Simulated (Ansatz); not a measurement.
**AlAg2B (built on the sites of a database entry of AlAg): relaxing the cell for a phonon run**

Task: relax AlAg2B (built on the sites of a database entry of AlAg) tightly.

Calculated with Ansatz 0.2.0; DFT RPBE, scalar-relativistic, plane waves, PAW.

Report form: the programs' logs are mostly left out.

The structure was built from a prototype and need not be the compound's stable phase.

### 1. Set-up

The structure is trigonal, space group R3m (No. 160). The conventional cell has a = 2.874 Å, b = 2.874 Å, c = 25.965 Å, α = 90.00°, β = 90.00°, γ = 120.00°. Nearest to B lie 3 Ag at 2.67 Å and 3 Al at 2.71 Å. Nearest to Al lie 3 Ag at 2.67 Å and 3 B at 2.71 Å and 6 Al at 2.87 Å. Nearest to Ag lie 3 Al at 2.67 Å and 9 Ag at 2.86 to 2.87 Å. Ag has 3 B at 2.67 Å and 9 Ag at 2.86 to 2.87 Å nearest. Farther neighbours are not listed.

### 2. A coarse first look

A quick single point on a coarse mesh tells whether the cell has a gap and how far it is from rest, which sets the k mesh and smearing that follow.

input.yaml reads:

```yaml
crystal:
  lattice:
    - [1.43687, 0.82958, 8.65498]
    - [-1.43687, 0.82958, 8.65498]
    - [0.0, -1.65915, 8.65498]
  atoms:
    - { symbol: B, position: [0.37457, 0.37457, 0.37457] }
    - { symbol: Al, position: [0.62543, 0.62543, 0.62543] }
    - { symbol: Ag, position: [0.8782, 0.8782, 0.8782] }
    - { symbol: Ag, position: [0.1218, 0.1218, 0.1218] }
kpoints:
  mp_grid: { grid: [9, 9, 9] }
hamiltonian:
  xc: rpbe
scf:
  occupations: { method: gaussian, width: 0.1 }
output:
  forces: true
  stress: true
  eigenvalues: true
```

Command:

```console
> ansatz run input.yaml --threads 8 --pin off --max-ram 14336MiB --backend cpu --events-out ev --progress --plain --runs-dir out
```

The job ended after 2 s (8 threads of Arm Neoverse V2, shared host; peak memory 0.42 GiB).

This step gave:

```
pressure          : 0.2923 GPa
volume per atom   : 15.48 Å³
gap on the k-mesh : 0 eV
```

The coarse mesh shows no gap and a pressure of 0.3 GPa.

### 3. Rough relaxation

The start is far from rest, so a relaxation with loose tolerances brings it close first.

input.yaml, as its differences from that of step 2:

```diff
@@ -20 +20,6 @@
   eigenvalues: true
+relax:
+  adjacent_minimum: "off"
+  f_tol: 0.05
+  max_steps: 80
+  cell: { stress_tol: 0.5 }
```

The job ended after 11 s (8 threads; peak memory 0.47 GiB).

Relaxation path:

```
step  energy less that of the first step (eV)  largest force component (eV/Å)  pressure (GPa)  volume (Å³)
   1                                   0.0000                          2.2198            0.29        61.90
   2                                  -0.6836                          1.3979           -2.13        61.38
   3                                  -1.0099                          0.5295            3.01        58.62
   4                                  -1.1088                          0.1734            1.35        60.09
   5                                  -1.1128                          0.0918           -0.29        61.01
   6                                  -1.1135                          0.0129           -0.03        60.93
  7*                                  -1.1140                          0.0124           -0.03        60.93
```

Relaxation steps marked * repeat the geometry before them on a plane-wave basis chosen anew for their cell, so energy and pressure can jump there.

The run keeps the 6 symmetry operations that it works with, so distortions that break them were not tested.

```
conventional cell, symmetrised  before   after  change
                         a (Å)   2.874   2.996  +4.3 %
                         b (Å)   2.874   2.996  +4.3 %
                         c (Å)  25.965  23.512  -9.4 %
              volume (Å³/atom)   15.48   15.23  -1.6 %
```

The atoms that moved most (Å, as changes of fractional coordinates times the final cell):

```
atom     dx     dy      dz  length
 Al2  0.000  0.000   0.394   0.394
 Ag4  0.000  0.000  -0.363   0.363
  B1  0.000  0.000  -0.079   0.079
 Ag3  0.000  0.000   0.048   0.048
```

Final coordinates:

```cif
data_structure
_symmetry_space_group_name_H-M 'P 1'
_symmetry_Int_Tables_number 1
_cell_length_a 8.0259
_cell_length_b 8.0259
_cell_length_c 8.0259
_cell_angle_alpha 21.516
_cell_angle_beta 21.516
_cell_angle_gamma 21.516
_cell_volume 60.93
loop_
_atom_site_label
_atom_site_type_symbol
_atom_site_fract_x
_atom_site_fract_y
_atom_site_fract_z
_atom_site_occupancy
B1 B 0.37121 0.37121 0.37121 1
Al2 Al 0.64220 0.64220 0.64220 1
Ag3 Ag 0.88024 0.88024 0.88024 1
Ag4 Ag 0.10636 0.10636 0.10636 1
```

Numbers from this step:

```
pressure        : -0.02678 GPa
volume per atom : 15.23 Å³
```

In this step the volume went from 15.48 to 15.23 Å³/atom.

### 4. Bringing the structure to rest

The cell and atoms are relaxed, since residual forces and stress would shift the frequencies.

input.yaml reads:

```yaml
crystal:
  lattice:
    - [1.4980983363, 0.8649289869, 7.8372619077]
    - [-1.4980983363, 0.8649289869, 7.8372619077]
    - [0.0, -1.7298534462, 7.8372624073]
  atoms:
    - { symbol: B, position: [0.3712079417, 0.3712079417, 0.3712079417] }
    - { symbol: Al, position: [0.6421951609, 0.6421951609, 0.6421951609] }
    - { symbol: Ag, position: [0.8802399246, 0.8802399246, 0.8802399246] }
    - { symbol: Ag, position: [0.1063569729, 0.1063569729, 0.1063569729] }
kpoints:
  mp_grid: { grid: [18, 18, 18] }
hamiltonian:
  xc: rpbe
scf:
  occupations: { method: gaussian, width: 0.1 }
output:
  forces: true
  stress: true
  eigenvalues: true
  write_density: true
  write_potential: true
  elf: true
  volumetric_format: npy
relax:
  adjacent_minimum: "off"
  f_tol: 0.005
  max_steps: 80
  cell: { stress_tol: 0.05 }
```

Wall time 53 s (8 threads); peak memory 1.2 GiB.

The steps of the relaxation:

```
step  energy less that of the first step (eV)  largest force component (eV/Å)  pressure (GPa)  volume (Å³)
   1                                   0.0000                          0.0518            0.03        60.93
   2                                  -0.0007                          0.0367            0.09        60.84
   3                                  -0.0008                          0.0115           -0.03        60.96
   4                                  -0.0008                          0.0017            0.01        60.94
  5*                                  -0.0008                          0.0017            0.01        60.94
```

Relaxation steps marked * repeat the geometry before them on a plane-wave basis chosen anew for their cell, so energy and pressure can jump there.

Forces are held to the 6 operations that the run works with; a distortion that breaks them can't arise in this run.

```
conventional cell, symmetrised  before   after  change
                         a (Å)   2.996   3.004  +0.3 %
                         b (Å)   2.996   3.004  +0.3 %
                         c (Å)  23.512  23.389  -0.5 %
              volume (Å³/atom)   15.23   15.23  +0.0 %
```

Final coordinates:

```cif
data_structure
_symmetry_space_group_name_H-M 'P 1'
_symmetry_Int_Tables_number 1
_cell_length_a 7.9870
_cell_length_b 7.9870
_cell_length_c 7.9870
_cell_angle_alpha 21.680
_cell_angle_beta 21.680
_cell_angle_gamma 21.680
_cell_volume 60.94
loop_
_atom_site_label
_atom_site_type_symbol
_atom_site_fract_x
_atom_site_fract_y
_atom_site_fract_z
_atom_site_occupancy
B1 B 0.37138 0.37138 0.37138 1
Al2 Al 0.64206 0.64206 0.64206 1
Ag3 Ag 0.88011 0.88011 0.88011 1
Ag4 Ag 0.10645 0.10645 0.10645 1
```

This step gave:

- pressure: 0.01337 GPa

Valence density in the ac plane of the cell as run, not the conventional one, at fractional y = 0.106, with atoms of Ag within 0.2 Å of it. It is the smooth field of the valence electrons, not physical close to the nuclei.

Ten steps, logarithmic in the rise over the least value, from '0' (0 e/Å³) to '9' (19 e/Å³), each cell a mean:
```
0025887410124432000000
0002477631013554210000
0000146652001466421000
0000113443100256652100
0000011233200025775210
0000111112210002576420
0000111111110000256642
1000011111110000025653
2100001122110000002454
3200001122211000000134
3210000112221111100012
1210000011222111221001
0111000001122211233210
0000000000112211134531
2000000000011111124664
5200000000001111113677
8630000000000011111478
9973000000000001101148
8997300001000000000025
6899730001110000000002
2689962001222100000000
0268985200133210000000
```
Columns run along a (8.0 Å), rows up along c (8.0 Å). Atoms in or near the plane, at fractional coordinates: Ag at (0.11, 0.11).

ELF in the ac plane of the cell as run, not the conventional one, at fractional y = 0.106, with atoms of Ag within 0.2 Å of it. It is the smooth field of the valence electrons, not physical close to the nuclei.

Values, 12 rows by 16 columns, each cell a mean:
```
0.17 0.19 0.30 0.52 0.59 0.40 0.19 0.17 0.24 0.38 0.37 0.28 0.35 0.41 0.30 0.20
0.26 0.25 0.27 0.27 0.35 0.44 0.33 0.18 0.17 0.26 0.45 0.48 0.33 0.32 0.41 0.34
0.39 0.36 0.41 0.45 0.38 0.28 0.27 0.22 0.17 0.17 0.24 0.45 0.53 0.39 0.29 0.39
0.34 0.40 0.45 0.57 0.62 0.56 0.40 0.23 0.17 0.17 0.18 0.20 0.38 0.51 0.41 0.27
0.25 0.29 0.37 0.48 0.66 0.73 0.65 0.55 0.34 0.19 0.17 0.18 0.18 0.28 0.42 0.38
0.29 0.21 0.25 0.32 0.45 0.68 0.79 0.68 0.61 0.43 0.21 0.17 0.17 0.17 0.20 0.28
0.19 0.20 0.18 0.21 0.27 0.39 0.64 0.80 0.72 0.63 0.46 0.22 0.23 0.23 0.18 0.17
0.17 0.18 0.17 0.17 0.19 0.24 0.33 0.55 0.75 0.75 0.64 0.45 0.25 0.37 0.39 0.26
0.41 0.22 0.18 0.18 0.17 0.18 0.22 0.30 0.46 0.64 0.69 0.60 0.40 0.28 0.49 0.57
0.70 0.57 0.30 0.19 0.19 0.17 0.17 0.21 0.29 0.40 0.51 0.55 0.47 0.31 0.28 0.54
0.52 0.76 0.68 0.38 0.19 0.18 0.18 0.19 0.21 0.28 0.38 0.42 0.39 0.31 0.22 0.24
0.20 0.42 0.69 0.68 0.42 0.20 0.17 0.20 0.27 0.26 0.27 0.38 0.39 0.30 0.21 0.17
```
Columns run along a (8.0 Å), rows up along c (8.0 Å). Atoms in or near the plane, at fractional coordinates: Ag at (0.11, 0.11).

Electrostatic potential energy in the ac plane of the cell as run, not the conventional one, at fractional y = 0.106, with atoms of Ag within 0.2 Å of it. With pseudopotentials it is smooth inside the atoms' cores, unlike the true potential.

Ten even steps from '0' (-25 eV) to '9' (15 eV), each cell a mean:
```
9984101489975468999999
9998511269986335899999
9999863247998522479999
9999987446899742247999
9999999866799973114799
9999999988899997312489
9999998889999999732258
8999998888999999974236
7999999877899999997534
6899999886689999999865
6799999987668999999987
8889999988766899878999
9999999998876789866799
9999999999888788864468
8999999999998888984224
3799999999999988997311
0279999999999999998610
0026999999999999999851
0002699999999999999984
3000279999899999999998
8300027999878999999999
9830003899866789999999
```
Columns run along a (8.0 Å; values clipped at the 3rd and 97th percentile), rows up along c (8.0 Å). Atoms in or near the plane, at fractional coordinates: Ag at (0.11, 0.11).

In this step the volume went from 15.23 to 15.23 Å³/atom.

### 5. Tight relaxation

Phonons need a cell at rest on their own settings, so the relaxation is repeated with tight tolerances on forces and stress, using the mesh and the filling of the phonon run that follows.

input.yaml reads:

```yaml
crystal:
  lattice:
    - [1.5021314508, 0.8672574987, 7.7964267789]
    - [-1.5021314508, 0.8672574987, 7.7964267789]
    - [0.0, -1.7345104937, 7.7964272799]
  atoms:
    - { symbol: B, position: [0.3713834302, 0.3713834302, 0.3713834302] }
    - { symbol: Al, position: [0.6420586499, 0.6420586499, 0.6420586499] }
    - { symbol: Ag, position: [0.8801059761, 0.8801059761, 0.8801059761] }
    - { symbol: Ag, position: [0.1064519439, 0.1064519439, 0.1064519439] }
kpoints:
  mp_grid: { grid: [18, 18, 18] }
hamiltonian:
  xc: rpbe
scf:
  occupations: { method: methfessel_paxton, width: 0.2 }
output:
  forces: true
  stress: true
  eigenvalues: true
relax:
  adjacent_minimum: "off"
  f_tol: 0.001
  max_steps: 60
  cell: { stress_tol: 0.01 }
```

The job ended after 50 s (8 threads; peak memory 1 GiB; 6.5 min of CPU time).

Little changed from the start: no atom moved by 0.005 Å and no cell edge by 0.1 %.

This step gave:

| Item | Value |
| --- | --- |
| pressure | 4.12e-4 GPa |
| volume per atom | 15.24 Å³ |

The largest force component left is 0.27 meV/Å and the pressure is 0.000 GPa, within the tolerances set. The cell now holds 15.24 Å³/atom.

### 6. What came out

| Item | Value |
| --- | --- |
| space group after relaxation (within 0.01 Å) | R3m |
| lattice constant a | 3.005 Å |
| lattice constant b | 3.005 Å |
| lattice constant c | 23.387 Å |
| volume per atom | 15.2 Å³ |

What this shows: The largest force component left is 0.27 meV/Å and the pressure is 0.000 GPa, within the tolerances set. The cell now holds 15.24 Å³/atom. The relaxation keeps the symmetry of its start, so it says nothing on stability against lower symmetry. The starting cell was built on a prototype and not taken from a measurement, so the phase need not exist.

[Logs are printed without paths, hosts, clocks, repeated set-up lines and the standing remarks that a program may print on its own settings, such as how far it seeks lower states.]

[Hosts, paths, dates, database ids (printed as entryN), source tags and the programs' standing remarks are cut or masked in the printed files.]
